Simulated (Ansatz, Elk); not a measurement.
# How far do independent atoms describe RbGeF3?

The structure of RbGeF3 used here is made up (a known structure type with other elements) and was relaxed beforehand with r2SCAN. The aim is the Fourier transform of its all-electron density, F(hkl), set beside the sum over free spherical atoms that refinements use.

Method: DFT, PBE, all-electron APW+lo, Dirac cores, scalar-relativistic bands, static density, no spin, in Elk 11.2.3 (patched build).

This account leaves out most program logs.

The structure was built from a prototype and need not be the compound's stable phase.

### Step 1. Starting point

It takes space group Pm-3m (No. 221, cubic). The conventional cell has a = 4.426 Å, b = 4.426 Å, c = 4.426 Å, α = 90.00°, β = 90.00°, γ = 90.00°. Rb has 12 F at 3.13 Å nearest. Nearest to Ge lie 6 F at 2.21 Å. Nearest to F lie 2 Ge at 2.21 Å and 4 Rb at 3.13 Å. Farther neighbours and most contacts between anions are not listed.

### Step 2. Ground state and structure factors

An all-electron density is needed, since X-rays see the cores too. Task 0 finds the density and task 195 Fourier-transforms it; tshift is off so that phases refer to the origin typed.

Input file elk.in:

```
tasks
  0
  195

xctype
  20

spinpol
  .false.

rgkmax
  7.0

gmaxvr
  14.0

lmaxo
  7

lmaxapw
  8

swidth
  0.002

tshift
  .false.

ramdisk
  .false.

hmaxvr
  5.5

maxscl
  120

epspot
  1e-06

sppath
  './'

avec
  8.36321708132 0.00000000000 0.00000000000
  0.00000000000 8.36321708132 0.00000000000
  0.00000000000 0.00000000000 8.36321708132

atoms
  3
  'Rb.in'
  1
  -0.0000000000 0.0000000000 0.0000000000   0.000000 0.000000 0.000000
  'Ge.in'
  1
  0.5000000000 0.5000000000 0.5000000000   0.000000 0.000000 0.000000
  'F.in'
  3
  0.5000000000 0.5000000000 0.0000000000   0.000000 0.000000 0.000000
  0.5000000000 -0.0000000000 0.5000000000   0.000000 0.000000 0.000000
  0.0000000000 0.5000000000 0.5000000000   0.000000 0.000000 0.000000

ngridk
  5 5 5
```

Run with:

```bash
$ OMP_NUM_THREADS=4 elk
```

The job ended after 17 s (4 threads of Intel Xeon Platinum 8375C at 2.90GHz (Ice Lake), shared host; peak memory 0.18 GiB).

SFACRHO.OUT:

```text

h k l indices transformed by vhmat matrix:
   1.000000000       0.000000000       0.000000000    
   0.000000000       1.000000000       0.000000000    
   0.000000000       0.000000000       1.000000000    

      h      k      l  multipl.   |H|            Re(F)            Im(F)           |F|

      0      0      0      1   0.0000000       96.000004      0.47038510E-16   96.000004    
      0      1      0      6  0.75128808      -3.8512081      0.46042308E-14   3.8512081    
      0     -1      1     12   1.0624818       50.686411     -0.34397993E-14   50.686411    
      1     -1     -1      8   1.3012691       24.739465     -0.21986003E-14   24.739465    
     -2      0      0      6   1.5025762       72.015601      0.90430404E-14   72.015601    
     -1      0     -2     24   1.6799312      -2.5653221     -0.10127739E-13   2.5653221    
     -2      1      1     24   1.8402724       43.512198     -0.50722987E-14   43.512198    
     -2      2      0     12   2.1249636       60.251255      0.52430256E-14   60.251255    
     -2     -1      2     24   2.2538642      -1.5749638     -0.45928592E-14   1.5749638    
      3      0      0      6   2.2538642      -1.5625964      0.11002081E-13   1.5625964    
     -3      0     -1     24   2.3757815       39.210600      0.10124382E-13   39.210600    
     -3     -1      1     24   2.4917407       15.019276     -0.46095025E-14   15.019276    
      2      2      2      8   2.6025383       52.933352     -0.19961392E-13   52.933352    
      0     -2     -3     24   2.7088077     -0.70800581     -0.14587972E-13  0.70800581    
     -2      3      1     48   2.8110626       36.076843     -0.62973149E-14   36.076843    
      0      0      4      6   3.0051523       47.787510     -0.10976123E-13   47.787510    
      0      4     -1     24   3.0976401     -0.93886696E-01  0.55071905E-14  0.93886696E-01
      3      2      2     24   3.0976401     -0.32539616E-01  0.16984790E-13  0.32539616E-01
```

Elk indexes on the primitive cell of elk.in and gives |H| = 4π sin θ/λ in inverse bohr. Below, one row stands for each form hkl of the conventional cell (m members, Friedel mates merged), F is for one primitive cell and the density is static (no thermal factor). Free-atom factors are Waasmaier and Kirfel's, and R is Σm||F|−|F'||/Σm|F|.

| hkl | m | sin θ/λ (Å⁻¹) | abs F, DFT | neutral atoms | diff. |
| --- | --- | --- | --- | --- | --- |
| 100 | 6 | 0.113 | 3.851 | 3.803 | +0.049 |
| 110 | 12 | 0.160 | 50.686 | 50.932 | -0.246 |
| 111 | 8 | 0.196 | 24.739 | 24.199 | +0.540 |
| 200 | 6 | 0.226 | 72.016 | 71.597 | +0.418 |
| 210 | 24 | 0.253 | 2.565 | 2.486 | +0.079 |
| 211 | 24 | 0.277 | 43.512 | 43.548 | -0.036 |
| 220 | 12 | 0.320 | 60.251 | 60.280 | -0.028 |
| 221 | 24 | 0.339 | 1.575 | 1.613 | -0.038 |
| 300 | 6 | 0.339 | 1.563 | 1.613 | -0.050 |
| 310 | 24 | 0.357 | 39.211 | 39.276 | -0.066 |
| 311 | 24 | 0.375 | 15.019 | 15.009 | +0.010 |
| 222 | 8 | 0.391 | 52.933 | 53.033 | -0.100 |
| 320 | 24 | 0.407 | 0.708 | 0.768 | -0.060 |
| 321 | 48 | 0.423 | 36.077 | 36.153 | -0.076 |
| 400 | 6 | 0.452 | 47.788 | 47.845 | -0.058 |
| 410 | 24 | 0.466 | 0.094 | 0.071 | +0.023 |
| 322 | 24 | 0.466 | 0.033 | 0.071 | -0.038 |
| 330 | 12 | 0.479 | 33.518 | 33.632 | -0.114 |

### Step 3. The highest occupied states alone

An energy window below the Fermi level keeps the highest occupied states, to see at which angles they scatter; shallow core shells can lie inside it and anion s states outside. No new self-consistency is needed.

Edit elk.in of step 2 so:

```diff
@@ -1,3 +1,2 @@
 tasks
-  0
   195
@@ -40,2 +39,5 @@
 
+wsfac
+  -0.219990 0.447500
+
 sppath
```

Run with:

```bash
$ OMP_NUM_THREADS=4 elk
```

Elapsed: 6.8 s, on 4 threads; peak memory 0.16 GiB; 8.2 s of CPU time.

States within 10 eV below the Fermi level hold 19.30 electrons; any levels below the window count with the cores, and a count that is not whole means the window cuts a band. Their amplitudes can exceed the total, where window and core parts have opposite phase:

| hkl | sin θ/λ (Å⁻¹) | abs F, window | abs F, all |
| --- | --- | --- | --- |
| 100 | 0.113 | 5.968 | 3.851 |
| 110 | 0.160 | 3.123 | 50.686 |
| 111 | 0.196 | 10.175 | 24.739 |
| 200 | 0.226 | 9.684 | 72.016 |
| 210 | 0.253 | 2.868 | 2.565 |
| 211 | 0.277 | 2.318 | 43.512 |
| 220 | 0.320 | 5.977 | 60.251 |
| 221 | 0.339 | 1.785 | 1.575 |
| 300 | 0.339 | 1.622 | 1.563 |
| 310 | 0.357 | 1.774 | 39.211 |

### Step 4. Another try

In this try the input is made faulty on purpose, to show what that does.

The input is changed as shown.

Edit elk.in of step 3 so:

```diff
@@ -1,2 +1,3 @@
 tasks
+  0
   195
@@ -34,3 +35,3 @@
 maxscl
-  120
+  3
 
@@ -38,5 +39,2 @@
   1e-06
-
-wsfac
-  -0.219990 0.447500
```

Run with:

```bash
$ OMP_NUM_THREADS=4 elk
```

Wall time 9.1 s (4 threads); peak memory 0.17 GiB.

The run stopped without converging, so none of its numbers is a property of the system.

The fault put into the input: too few SCF loops.

### Step 5. Another functional

The difference from free atoms is small, so it is set against the change that PBEsol makes.

Edit elk.in of step 4 so:

```diff
@@ -5,3 +5,3 @@
 xctype
-  20
+  22
 
@@ -35,3 +35,3 @@
 maxscl
-  3
+  120
```

Run with:

```bash
$ OMP_NUM_THREADS=4 elk
```

Wall time 20 s (4 threads); peak memory 0.18 GiB; 40 s of CPU time.

Against the first run R = 0.04 %; the largest change is -0.062 at 200.

### Step 6. Basis size

The basis and the expansions that go with it are enlarged, to see whether the differences are converged.

Edit elk.in of step 5 so:

```diff
@@ -5,3 +5,3 @@
 xctype
-  22
+  20
 
@@ -11,12 +11,12 @@
 rgkmax
-  7.0
+  8.5
 
 gmaxvr
-  14.0
+  18.0
 
 lmaxo
-  7
+  9
 
 lmaxapw
-  8
+  10
```

Run with:

```bash
$ OMP_NUM_THREADS=4 elk
```

Run time: 44 s. Hardware: 4 threads; peak memory 0.35 GiB; 91 s of CPU time.

Against the first run R = 0.01 %; the largest change is -0.010 at 422.

### Step 7. Settings against the effect

| run | R against the first run (%) | R against neutral atoms, low angle (%) | wall time |
| --- | --- | --- | --- |
| PBE, rgkmax 7 | 0.00 | 0.54 | 17 s |
| PBEsol | 0.04 | 0.48 | 20 s |
| rgkmax 8.5 with larger expansions | 0.01 | 0.55 | 44 s |

### Step 8. Outcome

```json
{
  "R against neutral atoms, sin θ/λ < 0.3 Å⁻¹": "0.54 %",
  "R against neutral atoms, 0.3 to 0.82 Å⁻¹": "0.25 %"
}
```

Independent neutral atoms miss the calculated amplitudes by R = 0.54 % below 0.3 Å⁻¹ and 0.25 % from there to 0.82 Å⁻¹; by shells, 1.26 % below 0.15 Å⁻¹ (1 form), 0.54 % 0.15 to 0.3 (5 forms), 0.22 % 0.3 to 0.45 (8 forms), 0.26 % above 0.45 (51 forms). Bonding, aspherical density and the tables' own atoms all enter these figures, and the runs don't part them. The largest change of an amplitude is +0.54 electrons, at 111. The window's part falls from 19.3 electrons at the origin to at most 2.99 between 0.45 and 0.82 Å⁻¹, where compact states inside the window still scatter. Below 0.3 Å⁻¹ the changes that finished (PBEsol and rgkmax 8.5 with larger expansions) move F by R = 0.06 % at most, against the 0.54 % that separates it from free atoms. The k-mesh has no finished test. Part of the difference isn't bonding: the tables are fits to free atoms and ions calculated by other methods than this functional. Thermal motion, anomalous dispersion and extinction are left out.

[Logs are printed without paths, hosts, clocks, repeated set-up lines and the standing remarks that a program may print on its own settings, such as how far it seeks lower states.]

[Hosts, paths, dates, database ids (printed as entryN), source tags and the programs' standing remarks are cut or masked in the printed files.]
